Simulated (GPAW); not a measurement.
**Co2 Os6 Co2 0001: which magnetic order is lowest**

A self-consistent run ends on one state, which hangs on the start. Several orders of Co2 Os6 Co2 0001 are started in GPAW and their energies compared.

Program: GPAW 26.7.0. Level of theory: PBE; plane waves with GPAW's PAW setups, scalar-relativistic. Results are calculated unless marked as measured.

### Step 1. Set-up

The cell holds 10 atoms: 4 Co and 6 Os. Its edges and angles: a = 2.734 Å, b = 2.734 Å, c = 30.121 Å, α = 90.0°, β = 90.0°, γ = 120.0°. ideal sites on the substrate's mesh, layer spacings from atomic volumes, unrelaxed, 12 A of vacuum. Vacuum lies along c.

### Step 2. Run 1 (ferro ++++)

The parallel start comes first: it fits the smallest cell, keeps the most symmetry and shows whether parallel moments form.

order1.py

```python
import json
import numpy as np
from ase import Atoms
from ase.parallel import paropen, parprint
from gpaw import GPAW

atoms = Atoms(['Co', 'Co', 'Os', 'Os', 'Os', 'Os', 'Os', 'Os', 'Co', 'Co'],
    cell=[[2.734, 0.0, 0.0],
         [-1.367, 2.367713, 0.0],
         [0.0, 0.0, 30.120508]],
    scaled_positions=[[0.0, 0.0, 0.1992],
         [0.333333, 0.666667, 0.256129],
         [0.0, 0.0, 0.320494],
         [0.333333, 0.666667, 0.392297],
         [0.0, 0.0, 0.464099],
         [0.333333, 0.666667, 0.535901],
         [0.0, 0.0, 0.607703],
         [0.333333, 0.666667, 0.679506],
         [0.0, 0.0, 0.743871],
         [0.333333, 0.666667, 0.8008]],
    pbc=True,
    magmoms=[1.8, 1.8, 0.0, 0.0, 0.0, 0.0, 0.0, 0.0, 1.8, 1.8])
atoms.calc = GPAW(mode={'name': 'pw', 'ecut': 450},
    xc='PBE',
    kpts={'size': (20, 20, 1), 'gamma': True},
    occupations={'name': 'fermi-dirac', 'width': 0.05},
    convergence={'density': 1e-05, 'energy': 1e-05},
    maxiter=200,
    mixer={'name': 'pulay', 'beta': 0.03, 'nmaxold': 8, 'weight': 100},
    symmetry={'tolerance': 1e-4},
    txt='order1.txt')
e = atoms.get_potential_energy(force_consistent=True)
res = {'free_energy': e, 'energy_sigma0': atoms.get_potential_energy(), 'fermi_energy': atoms.calc.get_fermi_level()}
res['moments'] = atoms.get_magnetic_moments().tolist()
res['total'] = atoms.get_magnetic_moment()
parprint('site moments (muB):', np.round(res['moments'], 3))
parprint(f"total moment: {res['total']:.3f} muB")
parprint(f'free energy: {e:.6f} eV')
atoms.calc.write('order1.gpw')
with paropen('results.json', 'w') as f:
    json.dump(res, f)
```

Run with:

```
OMP_NUM_THREADS=1 mpirun -n 4 gpaw python order1.py > order1.log
```

Numbers of over 12 decimals in the logs are rounded to 6 here.

The program printed:

```text
site moments (muB): [ 1.848  1.393 -0.033 -0.026  0.016  0.016 -0.026 -0.033  1.393  1.848]
total moment: 6.271 muB
free energy: -96.690953 eV

--- order1.txt ---
Input parameters:
  mode=PW(ecut=450),
  convergence={'density': 1e-05, 'energy': 1e-05},
  kpts=MonkhorstPack(size=(20, 20, 1), gamma=True),
  maxiter=200,
  mixer=Pulay(name='pulay', nmaxold=8, beta=0.03, weight=100, sigma=0.015, g_ss=None),
  occupations=Occupations(name='fermi-dirac', width=0.05),
  symmetry=Symmetry(tolerance=0.0001),
  xc=XC(name='PBE')

Diagonalizing LCAO Hamiltonian
Converting LCAO to pw mode

        Co

       Co

        Os

       Os

        Os

       Os

        Os

       Os

        Co

       Co

Atoms  # Å, Bohr magnetons
|   | symbol |         x |        y |         z |    initial magnetic moments |
|---|--------|-----------|----------|-----------|-----------------------------|
| 0 |     Co |  0.000000 | 0.000000 |  6.000005 | ( 0.0000,  0.0000,  1.8000) |
| 1 |     Co | -0.000001 | 1.578476 |  7.714736 | ( 0.0000,  0.0000,  1.8000) |
| 2 |     Os |  0.000000 | 0.000000 |  9.653442 | ( 0.0000,  0.0000,  0.0000) |
| 3 |     Os | -0.000001 | 1.578476 | 11.816185 | ( 0.0000,  0.0000,  0.0000) |
| 4 |     Os |  0.000000 | 0.000000 | 13.978898 | ( 0.0000,  0.0000,  0.0000) |
| 5 |     Os | -0.000001 | 1.578476 | 16.141610 | ( 0.0000,  0.0000,  0.0000) |
| 6 |     Os |  0.000000 | 0.000000 | 18.304323 | ( 0.0000,  0.0000,  0.0000) |
| 7 |     Os | -0.000001 | 1.578476 | 20.467066 | ( 0.0000,  0.0000,  0.0000) |
| 8 |     Co |  0.000000 | 0.000000 | 22.405772 | ( 0.0000,  0.0000,  1.8000) |
| 9 |     Co | -0.000001 | 1.578476 | 24.120503 | ( 0.0000,  0.0000,  1.8000) |

Unit cell  # Å
| periodic |         x |        y |         z |   lengths |     angles |
|----------|-----------|----------|-----------|-----------|------------|
|      yes |  2.734000 | 0.000000 |  0.000000 |  2.734000 |  90.000000 |
|      yes | -1.367000 | 2.367713 |  0.000000 |  2.734000 |  90.000000 |
|      yes |  0.000000 | 0.000000 | 30.120508 | 30.120508 | 120.000005 |

Number of symmetries: 6

BZ-sampling:
  Number of BZ points: 400
  Number of IBZ points: 44

  Monkhorst-Pack size: [20, 20, 1]
  Monkhorst-Pack shift: [0.025, 0.025, 0.0]

K-points  # in reciprocal-cell coordinates
|     |                                coordinates |     weight |
|-----|--------------------------------------------|------------|
|   0 | ( -0.00000000,  -0.00000000,   0.00000000) | 0.00250000 |
|   1 | (  0.05000000,  -0.00000000,   0.00000000) | 0.01500000 |
|   2 | (  0.10000000,  -0.05000000,   0.00000000) | 0.01500000 |
|   3 | (  0.10000000,  -0.00000000,   0.00000000) | 0.01500000 |
|   4 | (  0.15000000,  -0.05000000,   0.00000000) | 0.03000000 |
|   5 | (  0.15000000,  -0.00000000,   0.00000000) | 0.01500000 |
|   6 | (  0.20000000,  -0.10000000,   0.00000000) | 0.01500000 |
|   7 | (  0.20000000,  -0.05000000,   0.00000000) | 0.03000000 |
|   8 | (  0.20000000,  -0.00000000,   0.00000000) | 0.01500000 |
|   9 | (  0.25000000,  -0.10000000,   0.00000000) | 0.03000000 |
| ... |                                            |            |
|  43 | (  0.50000000,   0.50000000,   0.00000000) | 0.00750000 |

Plane wave coefficients: 4257
Cutoff: 450.000000 eV

Spin-components: 2 (collinear spins)
Bands:           81
Projectors:      60
Spin-degeneracy: 1
Datatype:        complex128

Parallelization:
  kpt:    4
  domain: 1
  band:   1

Density:
  Valence electrons: 120.0
  Components: 2
  Grid points: [ 14  14 150]
  Charge: 0.0  # |e|

Potential:
  Grid points: [ 14  14 150]

species:
  Co:
    name:    Cobalt
    Z:       27.0
    valence: 9
    core:    18
    charge:  0.0  # [|e|]
    compensation charges:
      type: gauss
      rc: 0.32  # [Å]
      lmax: 2
    cutoffs:
      filter: 1.87  # [Å]
      core: 2.55  # [Å]
    projectors
    | kind |    occ | energy [eV] | rcut [Å] |
    |------|--------|-------------|----------|
    |   4s |  2.000 |      -5.469 |    1.005 |
    |   4p |  0.000 |      -1.277 |    1.058 |
    |   3d |  7.000 |      -8.205 |    1.005 |
    |    s |        |      21.742 |    1.005 |
    |    p |        |      25.934 |    1.058 |
    |    d |        |      19.007 |    1.005 |

    Using partial waves for Co as LCAO basis

  Os:
    name:    Osmium
    Z:       76.0
    valence: 14
    core:    62
    charge:  0.0  # [|e|]
    compensation charges:
      type: gauss
      rc: 0.39  # [Å]
      lmax: 2
    cutoffs:
      filter: 2.36  # [Å]
      core: 2.55  # [Å]
    projectors
    | kind |    occ | energy [eV] | rcut [Å] |
    |------|--------|-------------|----------|
    |   6s |  2.000 |      -6.125 |    1.349 |
    |   5p |  6.000 |     -50.878 |    1.397 |
    |   6p |  0.000 |      -1.276 |    1.397 |
    |   5d |  6.000 |      -6.274 |    1.244 |
    |    s |        |      21.086 |    1.349 |
    |    d |        |      20.938 |    1.244 |

    Using partial waves for Os as LCAO basis

Reference energy: -2965154.581854  # eV

eigensolver:
  PPCG
  Converge bands: occupied
  niter=2

density mixing:
  Pulay-Mixer
  Linear mixing parameters: 0.03
  Old densities: 8
  Fourier metric: weight=100, sigma=0.015

occupation numbers:
  Fermi-Dirac:
    width: 0.0500  # eV

poisson solver:
  ecut: 3600.000000  # eV

xc functional:
  name: PBE with 2 nearest neighbor stencil

convergence criteria:
- Maximum integral of absolute [dens]ity change: 1e-05 electrons / valence electron
- Maximum [total energy] change in last 3 cyles: 1e-05 eV / valence electron
- Maximum integral of absolute [eigenst]ate change: 4e-08 eV^2 / valence electron
maximum number of iterations: 200

SCF iterations
|iter     |      energy | eigst |  dens |  magmom |
|---------|-------------|-------|-------|---------|
|iter:   1|       0s | -112.409286 | +0.51 |       |  +7.2068|
|iter:   2|      15s | -234.494031 | +0.51 | -0.71 |  +7.0167|
|iter:   3|      29s |  -99.132360 | -0.24 | -0.44 |  +6.9973|
|iter:   4|      44s |  -98.458240 | -1.46 | -1.12 |  +6.9819|
|iter:   5|      59s |  -97.711494 | -1.82 | -1.16 |  +6.9122|
|iter:   6|      74s |  -97.773750 | -2.51 | -1.22 |  +6.8886|
|iter:   7|      89s |  -97.124907 | -1.90 | -1.19 |  +6.7933|
|iter:   8|     104s |  -96.784542 | -1.86 | -1.31 |  +6.6907|
|iter:   9|     119s |  -96.633025 | -2.35 | -1.44 |  +6.6487|
|iter:  10|     134s |  -96.535301 | -2.49 | -1.49 |  +6.6050|
[... 36 iterations left out ...]
|iter:  47|     674s |  -96.657461c| -7.42c| -4.46 |  +6.2707|
|iter:  48|     681s |  -96.657462c| -7.75c| -4.48 |  +6.2708|
|iter:  49|     688s |  -96.657462c| -7.95c| -4.56 |  +6.2710|
|iter:  50|     695s |  -96.657462c| -7.97c| -4.67 |  +6.2711|
|iter:  51|     702s |  -96.657461c| -8.07c| -4.74 |  +6.2711|
|iter:  52|     708s |  -96.657462c| -8.04c| -4.82 |  +6.2712|
|iter:  53|     715s |  -96.657461c| -8.23c| -4.84 |  +6.2712|
|iter:  54|     722s |  -96.657461c| -8.21c| -4.91 |  +6.2713|
|iter:  55|     729s |  -96.657461c| -8.40c| -4.96 |  +6.2713|
|iter:  56|     736s |  -96.657461c| -8.36c| -5.02c|  +6.2713|

Converged in 56 steps
Energy contributions relative to reference atoms: (reference = -2965154.581854)

Energy contributions:
  Kinetic:          59.217679
  Coulomb:         -57.959110
  Zero:             -0.270369
  External:          0.000000
  Xc:              -97.612170
  Entropy:          -0.066984
  Spinorbit:         0.000000
  ----------------------------
  Free energy:     -96.690953
  Extrapolated:    -96.657461

dipole moment: (-37.226021, -29.391105, -0.000053)  # |e|*Ang

Total magnetic moment: (0.000000, 0.000000, 6.271298)

Local magnetic moments
|        x |        y |         z |
|----------|----------|-----------|
| 0.000000 | 0.000000 |  1.847905 |  # Co   0
| 0.000000 | 0.000000 |  1.392603 |  # Co   1
| 0.000000 | 0.000000 | -0.033250 |  # Os   2
| 0.000000 | 0.000000 | -0.025592 |  # Os   3
| 0.000000 | 0.000000 |  0.016458 |  # Os   4
| 0.000000 | 0.000000 |  0.016457 |  # Os   5
| 0.000000 | 0.000000 | -0.025590 |  # Os   6
| 0.000000 | 0.000000 | -0.033248 |  # Os   7
| 0.000000 | 0.000000 |  1.392591 |  # Co   8
| 0.000000 | 0.000000 |  1.847906 |  # Co   9

Fermi level: 7.717
Eigenvalues  # (at kpt = [-0.000, -0.000, 0.000])
| band index |      eig [eV] | occ [0-1] |      eig [eV] | occ [0-1] |
|------------|---------------|-----------|---------------|-----------|
|          0 |       -38.944 |     1.000 |       -38.942 |     1.000 |
|        ... |               |           |               |           |
|         58 |         5.951 |     1.000 |         7.228 |     1.000 |
|         59 |         6.049 |     1.000 |         7.505 |     0.986 |
|         60 |         6.553 |     1.000 |         7.507 |     0.985 |
|         61 |         6.553 |     1.000 |         7.583 |     0.936 |
|         62 |         6.811 |     1.000 |         7.583 |     0.936 |
|         63 |         6.811 |     1.000 |         7.932 |     0.013 |
|         64 |         6.969 |     1.000 |         7.932 |     0.013 |
|         65 |         6.985 |     1.000 |         8.370 |     0.000 |
|         66 |         6.985 |     1.000 |         8.370 |     0.000 |
|         67 |         7.566 |     0.954 |         8.518 |     0.000 |
|         68 |         7.566 |     0.954 |         8.518 |     0.000 |
|         69 |         8.323 |     0.000 |         8.670 |     0.000 |
|         70 |         8.324 |     0.000 |         8.670 |     0.000 |
|         71 |         8.685 |     0.000 |         8.829 |     0.000 |
|         72 |         8.794 |     0.000 |         8.921 |     0.000 |
|         73 |         8.957 |     0.000 |         9.094 |     0.000 |
|        ... |               |           |               |           |
|         80 |        12.669 |     0.000 |        12.739 |     0.000 |

No gap
No difference between direct/indirect transitions
```

Elapsed: 13 min, on 4 MPI ranks of Arm Neoverse V1, shared host; peak memory 1.5 GiB; 51 min of CPU time.

Spin moment in the augmentation sphere by atom:

```
atom  spin moment in the augmentation sphere (μB)
 Co1                                         1.85
 Co2                                         1.39
 Os3                                        -0.03
 Os4                                        -0.03
 Os5                                         0.02
 Os6                                         0.02
 Os7                                        -0.03
 Os8                                        -0.03
 Co9                                         1.39
Co10                                         1.85
```

Numbers from this step:

* magnetization: 6.271 μB
* final state: ferromagnetic

After 56 cycles the largest moment stands at 1.85 μB.

(Part 1 of 2 ends here.)

[Logs and program files are shortened in this print: banners, set-up blocks, solver, clock and traceback lines can be left out without a mark of their own.]

[Logs are printed without paths, hosts, clocks, repeated set-up lines and the standing remarks that a program may print on its own settings, such as how far it seeks lower states.]

[Hosts, paths, dates, database ids (printed as entryN), source tags and the programs' standing remarks are cut or masked in the printed files.]

[Where a cell is said to come from a database of computed structures, the database is the Materials Project.]
